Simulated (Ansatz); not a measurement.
**What Ni3GeC (Pm-3m) distorts into**

Aim: this structure of Ni3GeC (Pm-3m) is to be tested for unstable modes, and one is followed downhill.

Main program and level: Ansatz 0.2.0; DFT PBEsol, scalar-relativistic, plane waves, PAW; PAW set soft_1.

This is a report of a sequence of runs, with the program logs left out and the cost of each run kept.

### Step 1. The system as given

Symmetry: Pm-3m, No. 221, cubic system. The conventional cell has a = 3.762 Å, b = 3.762 Å, c = 3.762 Å, α = 90.00°, β = 90.00°, γ = 90.00°. Ni has 2 C at 1.88 Å and 4 Ge at 2.66 Å and 8 Ni at 2.66 Å nearest. Ge has 12 Ni at 2.66 Å nearest. C has 6 Ni at 1.88 Å nearest. Farther neighbours, and contacts between anions beyond the nearest, are not listed.

### Step 2. Phonons on a q mesh

Stability and thermal properties need the whole zone. Linear response on a 2×2×2 q mesh gives force constants as far as a supercell of that size would.

The input, input.yaml:

```yaml
crystal:
  lattice:
    - [3.761644871, 0.0, 0.0]
    - [0.0, 3.761644871, 0.0]
    - [0.0, 0.0, 3.761644871]
  atoms:
    - { symbol: Ni, position: [0.0, 0.5, 0.5] }
    - { symbol: Ni, position: [0.5, 0.5, 0.0] }
    - { symbol: Ni, position: [0.5, 0.0, 0.5] }
    - { symbol: Ge, position: [0.0, 0.0, 0.0] }
    - { symbol: C, position: [0.5, 0.5, 0.5] }
kpoints:
  mp_grid: { grid: [12, 12, 12] }
hamiltonian:
  xc: pbesol
  pseudopotentials: { kind: paw, azcp: { folder: soft_1 }, xc_functional: pbe }
scf:
  occupations: { method: methfessel_paxton, width: 0.2 }
output:
  eigenvalues: true
phonons:
  method: dfpt
  qmesh: [2, 2, 2]
  temperatures: { t_max: 1000, t_step: 50 }
  qpath:
    path:
      - [[0.0, 0.0, 0.0], [0.0, 0.5, 0.0], [0.5, 0.5, 0.0], [0.0, 0.0, 0.0], [0.5, 0.5, 0.5], [0.0, 0.5, 0.0]]
      - [[0.5, 0.5, 0.5], [0.5, 0.5, 0.0]]
    npoints: 10
```

Command:

```sh
$ ansatz run input.yaml --threads 4 --pin off --max-ram 10240MiB --backend cpu --events-out ev --progress --plain --runs-dir out
```

Elapsed: 11 min, on 4 threads of Arm Neoverse V2, shared host; peak memory 2.3 GiB; 42 min of CPU time.

This run has no spin polarisation, although Ni can carry a moment.

This step gave:

| Item | Value |
| --- | --- |
| volume per atom | 10.65 Å³ |
| gap on the k-mesh | 0 eV |
| sum-rule residual before enforcement | 4.50e-5 eV/Å² |
| lowest frequency on the path | -129.7 cm⁻¹ |
| point group | m-3m |
| highest frequency on path, mesh or solved points | 722.6 cm⁻¹ |
| highest optical mode at the zone centre (no LO-TO term) | 601.1 cm⁻¹ |
| lowest optical zone-centre mode | -92.66 cm⁻¹ |
| lowest mode on the q mesh (acoustic modes at Γ apart) | -129.7 cm⁻¹ |

Frequencies (cm⁻¹) solved at each irreducible wavevector; negative means imaginary. Frequencies by wavevector, by row:

| q in reciprocal lattice units | star | mode 1 | mode 2 | mode 3 | mode 4 | mode 13 | mode 14 | mode 15 |
| --- | --- | --- | --- | --- | --- | --- | --- | --- |
| 0 0 0 | 1 | -92.7 | -92.7 | -92.7 | 0 | 601.1 | 601.1 | 601.1 |
| 0 0 -0.5 | 3 | -129.7 | -76 | -66.6 | -66.6 | 608.5 | 608.5 | 698.6 |
| 0 -0.5 -0.5 | 3 | -114.9 | -106.6 | -106.6 | -98.9 | 620.7 | 722.6 | 722.6 |
| -0.5 -0.5 -0.5 | 1 | -70.2 | -70.2 | -70.2 | 48.1 | 720.7 | 720.7 | 720.7 |

Interpolated from a 2×2×2 q mesh, rough between the solved points. The phonon branches at the labelled points (cm⁻¹):

| point | branch 1 | branch 2 | branch 3 | branch 4 | branch 12 | branch 13 | branch 14 | branch 15 |
| --- | --- | --- | --- | --- | --- | --- | --- | --- |
| Γ | -93 | -93 | -93 | 0 | 124 | 601 | 601 | 601 |
| halfway | -87 | -87 | -85 | -78 | 220 | 605 | 605 | 647 |
| X | -130 | -76 | -67 | -67 | 274 | 608 | 608 | 699 |
| halfway | -120 | -90 | -89 | -86 | 279 | 615 | 663 | 711 |
| M | -115 | -107 | -107 | -99 | 296 | 621 | 723 | 723 |
| halfway | -93 | -92 | -83 | -82 | 241 | 610 | 655 | 655 |
| Γ | -93 | -93 | -93 | 0 | 124 | 601 | 601 | 601 |
| halfway | -94 | -92 | -92 | -70 | 265 | 660 | 660 | 662 |
| R | -70 | -70 | -70 | 48 | 358 | 721 | 721 | 721 |
| halfway | -108 | -93 | -93 | -68 | 299 | 665 | 667 | 716 |
| X | -130 | -76 | -67 | -67 | 274 | 608 | 608 | 699 |
| jump to R | -70 | -70 | -70 | 48 | 358 | 721 | 721 | 721 |
| halfway | -95 | -93 | -93 | -55 | 325 | 669 | 722 | 722 |
| M | -115 | -107 | -107 | -99 | 296 | 621 | 723 | 723 |

Symmetry leaves 4 wavevectors to solve. The lowest mode among them, the acoustic zeros apart, lies at q = (0, 0, -0.5) and is imaginary, 129.7i cm⁻¹, so the energy falls along it.

### Step 3. The mode frozen in, largest atomic shift 0 Å

The mode followed lies at q = (0, 0, -0.5) with frequency 129.7i cm⁻¹, the softest among the wavevectors solved. At small amplitude the pattern taken leaves space group no. 123 by a symmetry search on the positions. The undistorted cell that holds it gives the zero of energy on the same k mesh.

System of this step: Ni3GeC. It takes space group Pm-3m (No. 221, cubic). The conventional cell has a = 3.762 Å, b = 3.762 Å, c = 3.762 Å, α = 90.00°, β = 90.00°, γ = 90.00°. Ni has 2 C at 1.88 Å and 4 Ge at 2.66 Å and 8 Ni at 2.66 Å nearest. Ni has 2 C at 1.88 Å and 8 Ni at 2.66 Å and 4 Ge at 2.66 Å nearest. Ge has 12 Ni at 2.66 Å nearest. Nearest to C lie 6 Ni at 1.88 Å. Farther neighbours, and contacts between anions beyond the nearest, are not listed.

The input, input.yaml:

```yaml
crystal:
  lattice:
    - [3.761644871, 0.0, 0.0]
    - [0.0, 3.761644871, 0.0]
    - [0.0, 0.0, 7.5232897419]
  atoms:
    - { symbol: Ni, position: [0.0, 0.5, 0.25] }
    - { symbol: Ni, position: [0.0, 0.5, 0.75] }
    - { symbol: Ni, position: [0.5, 0.5, 0.0] }
    - { symbol: Ni, position: [0.5, 0.5, 0.5] }
    - { symbol: Ni, position: [0.5, 0.0, 0.25] }
    - { symbol: Ni, position: [0.5, 0.0, 0.75] }
    - { symbol: Ge, position: [0.0, 0.0, 0.5] }
    - { symbol: Ge, position: [0.0, 0.0, 0.0] }
    - { symbol: C, position: [0.5, 0.5, 0.25] }
    - { symbol: C, position: [0.5, 0.5, 0.75] }
kpoints:
  mp_grid: { grid: [10, 10, 6] }
hamiltonian:
  xc: pbesol
  pseudopotentials: { kind: paw, azcp: { folder: soft_1 }, xc_functional: pbe }
scf:
  occupations: { method: methfessel_paxton, width: 0.2 }
output:
  forces: true
  stress: true
  eigenvalues: true
```

It took 13 s on 4 threads; peak memory 0.89 GiB; 52 s of CPU time.

This step gave:

* pressure: -0.03391 GPa
* energy from the undistorted cell: 0 meV/atom

The run ends at a pressure of -0.03 GPa.

### Step 4. The mode frozen in, largest atomic shift 0.14 Å

The atoms are moved along the unstable eigenvector, the largest shift by 0.14 Å, with the cell fixed.

input.yaml, the sections that differ from step 3:

```yaml
crystal:
  lattice:
    - [3.761644871, 0.0, 0.0]
    - [0.0, 3.761644871, 0.0]
    - [0.0, 0.0, 7.5232897419]
  atoms:
    - { symbol: Ni, position: [0.0, 0.5, 0.2313911195] }
    - { symbol: Ni, position: [0.0, 0.5, 0.7686088805] }
    - { symbol: Ni, position: [0.5, 0.5, 0.0] }
    - { symbol: Ni, position: [0.5, 0.5, 0.5] }
    - { symbol: Ni, position: [0.5, 0.0, 0.2313911195] }
    - { symbol: Ni, position: [0.5, 0.0, 0.7686088805] }
    - { symbol: Ge, position: [0.0, 0.0, 0.5] }
    - { symbol: Ge, position: [0.0, 0.0, 0.0] }
    - { symbol: C, position: [0.5, 0.5, 0.2540851932] }
    - { symbol: C, position: [0.5, 0.5, 0.7459148068] }
# kpoints, hamiltonian, scf, output: as in step 3
```

Wall time 15 s (4 threads); peak memory 0.9 GiB.

Numbers from this step:

```yaml
pressure: 0.5884 GPa
energy_from_the_undistorted_cell: -7.381 meV/atom
```

The energy, extrapolated to zero smearing, is -7.38 meV/atom against the undistorted cell.

The run ends at a pressure of 0.59 GPa, with forces up to 0.29 eV/Å.

### Step 5. Energy along the mode, all amplitudes (two of the runs are shown above)

An imaginary frequency means negative curvature, so the energy should fall and then rise again as anharmonic terms take over.

This step gave:

```yaml
depth_at_the_lowest_point_sampled: 7.381 meV/atom
largest_atomic_shift_at_that_point: 0.14 Å
```

Table of energy from the parent by largest atomic shift:

```
largest atomic shift (Å)  energy from the parent (meV/atom)
                   0.000                                  0
                   0.040                              -1.19
                   0.080                              -3.97
                   0.140                              -7.38
                   0.220                              -4.61
                   0.320                               18.5
```

Displacement at unit largest shift by atom:

```
atom  x (Å)  y (Å)  z (Å)  size
 Ni1   0.00   0.00  -1.00  1.00
 Ni2   0.00   0.00   1.00  1.00
 Ni3   0.00   0.00   0.00  0.00
 Ni4   0.00   0.00   0.00  0.00
 Ni5   0.00   0.00  -1.00  1.00
 Ni6   0.00   0.00   1.00  1.00
 Ge7   0.00   0.00   0.00  0.00
 Ge8   0.00   0.00   0.00  0.00
  C9   0.00   0.00   0.22  0.22
 C10   0.00   0.00  -0.22  0.22
```

The lowest step is at 0.14 Å, 7.38 meV/atom below the parent, and the energy rises beyond it.

### Step 6. Relaxation from the frozen mode

Starting from the lowest point found, all atoms and the cell are let go, so that strain and other modes of the same symmetry can join in.

input.yaml: that of step 4 with these lines changed.

```diff
@@ -27 +27,6 @@
   eigenvalues: true
+relax:
+  adjacent_minimum: "off"
+  f_tol: 0.002
+  max_steps: 120
+  cell: { stress_tol: 0.03 }
```

Run time: 1.9 min. Hardware: 4 threads; peak memory 0.93 GiB.

The steps of the relaxation:

```csv
step,energy less that of the first step (eV),largest force component (eV/Å),pressure (GPa),volume (Å³)
1,0.0000,0.2881,0.59,106.45
2,-0.0067,0.1565,0.27,106.65
3,-0.0145,0.1211,0.23,106.80
4,-0.0154,0.0599,0.10,106.91
5,-0.0160,0.0255,-0.21,107.09
6,-0.0161,0.0153,0.18,106.92
7,-0.0162,0.0006,0.00,106.99
8*,-0.0167,0.0006,0.01,106.99
```

Relaxation steps marked * repeat the geometry before them on a plane-wave basis chosen anew for their cell, so energy and pressure can jump there. Relaxation step 6 was tried and not accepted.

Forces are held to the 16 operations that the program found; a distortion that breaks them can't arise in this run.

```
conventional cell, symmetrised  before  after  change
                         a (Å)   3.762  3.755  -0.2 %
                         b (Å)   3.762  3.755  -0.2 %
                         c (Å)   7.523  7.589  +0.9 %
              volume (Å³/atom)   10.65  10.70  +0.5 %
```

The atoms that moved most (Å, as changes of fractional coordinates times the final cell):

```csv
atom,dx,dy,dz,length
Ni2,0.000,0.000,0.043,0.043
Ni6,0.000,0.000,0.043,0.043
Ni5,0.000,0.000,-0.043,0.043
Ni1,0.000,0.000,-0.043,0.043
C10,0.000,0.000,0.009,0.009
C9,0.000,0.000,-0.009,0.009
```

Numbers from this step:

| Item | Value |
| --- | --- |
| pressure | 0.005897 GPa |
| volume per atom | 10.70 Å³ |

The distorted start has space group P4/mmm; the relaxation ends in P4/mmm.

### Step 7. The new phase in its own primitive cell

The relaxed structure is symmetrised, reduced to its primitive cell and relaxed tightly, as its phonons need.

input.yaml, the sections that differ from step 6:

```yaml
crystal:
  lattice:
    - [3.7546826273, 0.0, 0.0]
    - [0.0, 3.7546826273, 0.0]
    - [0.0, 0.0, 7.588979979]
  atoms:
    - { symbol: Ni, position: [0.0, 0.5, 0.2257652296] }
    - { symbol: Ni, position: [0.0, 0.5, 0.7742347704] }
    - { symbol: Ni, position: [0.5, 0.5, 0.0] }
    - { symbol: Ni, position: [0.5, 0.5, 0.5] }
    - { symbol: Ni, position: [0.5, 0.0, 0.2257652296] }
    - { symbol: Ni, position: [0.5, 0.0, 0.7742347704] }
    - { symbol: Ge, position: [0.0, 0.0, 0.5] }
    - { symbol: Ge, position: [0.0, 0.0, 0.0] }
    - { symbol: C, position: [0.5, 0.5, 0.2529006199] }
    - { symbol: C, position: [0.5, 0.5, 0.7470993801] }
relax:
  adjacent_minimum: "off"
  f_tol: 0.001
  max_steps: 60
  cell: { stress_tol: 0.01 }
# kpoints, hamiltonian, scf, output: as in step 6
```

It took 55 s on 4 threads; peak memory 0.93 GiB.

Little changed from the start: no atom moved by 0.005 Å and no cell edge by 0.1 %.

Read from the output:

* pressure: -0.001178 GPa

The largest force component left is 0.27 meV/Å and the pressure is -0.001 GPa, within the tolerances set. The cell now holds 10.70 Å³/atom.

### Step 8. Modes of the new phase, k-mesh 10×10×6

A relaxed structure may still be a saddle point, so its zone-centre modes are computed. No field response is asked, since the mesh shows no gap.

input.yaml, the sections that differ from step 7:

```yaml
crystal:
  lattice:
    - [3.7546118328, 0.0, 0.0]
    - [0.0, 3.7546118328, 0.0]
    - [0.0, 0.0, 7.589555401]
  atoms:
    - { symbol: Ni, position: [0.0, 0.5, 0.2257543461] }
    - { symbol: Ni, position: [0.0, 0.5, 0.7742456539] }
    - { symbol: Ni, position: [0.5, 0.5, 0.0] }
    - { symbol: Ni, position: [0.5, 0.5, 0.5] }
    - { symbol: Ni, position: [0.5, 0.0, 0.2257543461] }
    - { symbol: Ni, position: [0.5, 0.0, 0.7742456539] }
    - { symbol: Ge, position: [0.0, 0.0, 0.5] }
    - { symbol: Ge, position: [0.0, 0.0, 0.0] }
    - { symbol: C, position: [0.5, 0.5, 0.2528988562] }
    - { symbol: C, position: [0.5, 0.5, 0.7471011438] }
output:
  eigenvalues: true
phonons:
  method: dfpt
# kpoints, hamiltonian, scf: as in step 7
# relax: removed
```

Run time: 24 min. Hardware: 4 threads; peak memory 4.2 GiB.

Read from the output:

```yaml
sum_rule_residual_before_enforcement: 4.34e-5 eV/Å²
point_group: 4/mmm
highest_optical_mode_at_the_zone_centre_no_lo_to_term: 699.8 cm⁻¹
lowest_optical_zone_centre_mode: -118.5 cm⁻¹
```

Patterns of degenerate modes are one choice out of their space. Modes at Γ, with each element's share of the kinetic energy (negative means imaginary):

```csv
mode,frequency (cm⁻¹),symmetry,Ni %,Ge %,C %
1,-118.5,Eu,95,2,3
2,-118.5,Eu,95,2,3
3,0.0,acoustic,68,28,5
4,0.0,acoustic,68,28,5
5,0.0,acoustic,68,28,5
6,47.1,Eu,94,4,2
7,47.1,Eu,94,4,2
8,55.9,Eg,99,0,1
9,55.9,Eg,99,0,1
10,67.2,B2u,100,0,0
11,69.0,B1g,100,0,0
12,100.4,Eu,16,84,0
13,100.4,Eu,16,84,0
14,111.2,A2u,18,82,0
15,127.1,A1g,100,0,0
16,151.0,Eu,18,81,1
17,151.0,Eu,18,81,1
18,162.6,Eg,85,0,15
19,162.6,Eg,85,0,15
20,175.5,A2u,38,57,5
21,187.5,A2u,62,33,5
22,199.9,Eu,91,1,8
23,199.9,Eu,91,1,8
24,281.4,A2u,100,0,0
25,606.6,A2u,15,0,85
26,607.9,Eu,18,0,82
27,607.9,Eu,18,0,82
28,612.1,Eg,16,0,84
29,612.1,Eg,16,0,84
30,699.8,A1g,0,0,100
```

Displacements in mode 1 (-118.5 cm⁻¹), the largest set to 1:
```
Ni1  0.00 -0.15  0.00
Ni2  0.00 -0.15  0.00
Ni3  0.00 -0.15  0.00
Ni4  0.02  1.00  0.00
Ni5  0.00 -0.22  0.00
Ni6  0.00 -0.22  0.00
Ge7  0.00  0.10  0.00
Ge8  0.00 -0.11  0.00
C9  -0.01 -0.28  0.00
C10 -0.01 -0.28  0.00
```

Displacements in mode 9 (55.9 cm⁻¹), the largest set to 1:
```
Ni1  0.01 -1.00  0.00
Ni2 -0.01  1.00  0.00
Ni3  0.00  0.00  0.00
Ni4  0.00  0.00  0.00
Ni5  0.02 -0.32  0.00
Ni6 -0.02  0.32  0.00
Ge7  0.00  0.00  0.00
Ge8  0.00  0.00  0.00
C9   0.01 -0.25  0.00
C10 -0.01  0.25  0.00
```

Before it was imposed, the acoustic sum rule was missed by 4.3e-5 eV/Å². Small misses are needed for a sound result but don't prove that mesh and cutoff are converged. The lowest optical mode is imaginary, 118.5i cm⁻¹, so the energy falls along it.

### Step 9. Summary of results

```yaml
unstable_mode_of_the_parent: q = (0, 0, -0.5), 130i cm⁻¹
depth_at_the_lowest_point_sampled: 7.38 meV/atom
largest_atomic_shift_at_that_point: 0.14 Å
space_group_reached: P4/mmm
energy_gained_over_the_parent_first_relaxation_on_the_mesh_of_the_frozen_mode: 8.99 meV/atom
volume_per_atom_phase_reached: 10.7 Å³
lowest_optical_zone_centre_mode_phase_reached: -119 cm⁻¹
highest_optical_mode_at_the_zone_centre_no_lo_to_term_phase_reached: 700 cm⁻¹
```

What this shows: Along this mode the structure falls into P4/mmm, 8.99 meV/atom below the parent. At the parent's cell the well is 7.381 meV/atom deep on the steps tried, with its lowest point at a shift of 0.14 Å. Relaxing atoms and cell changes the gain by +1.61 meV/atom against the lowest step (energies at zero smearing). The new phase still has an imaginary mode at the zone centre of its cell, so it is a saddle point on the way to a lower structure. Of the 2 patterns followed from this parent, this one ends 36.7 meV/atom above the lowest, P4/mbm. Each path keeps the symmetry of its pattern, so a lower phase may lie along a pattern not tried. The q mesh stands for a supercell only 7.5 Å across, so branches between the solved wavevectors are rough. With no gap, or one that is small against the smearing, the frequencies hang on the k mesh and the smearing, most of all near Kohn anomalies. The phonon runs are without spin polarisation, although Ni often carries a moment. The PAW files were made for PBE and serve the other functionals too. A phonon run warned that its eigensolver left some bands unconverged in a pass.

[Long decimals in the printed logs are rounded to 6 places.]

[Logs are printed without paths, hosts, clocks, repeated set-up lines and the standing remarks that a program may print on its own settings, such as how far it seeks lower states.]

[Hosts, paths, dates, database ids (printed as entryN), source tags and the programs' standing remarks are cut or masked in the printed files.]

[Where the starting crystal was built by hand or by swapping elements, it need not be the compound's stable phase.]
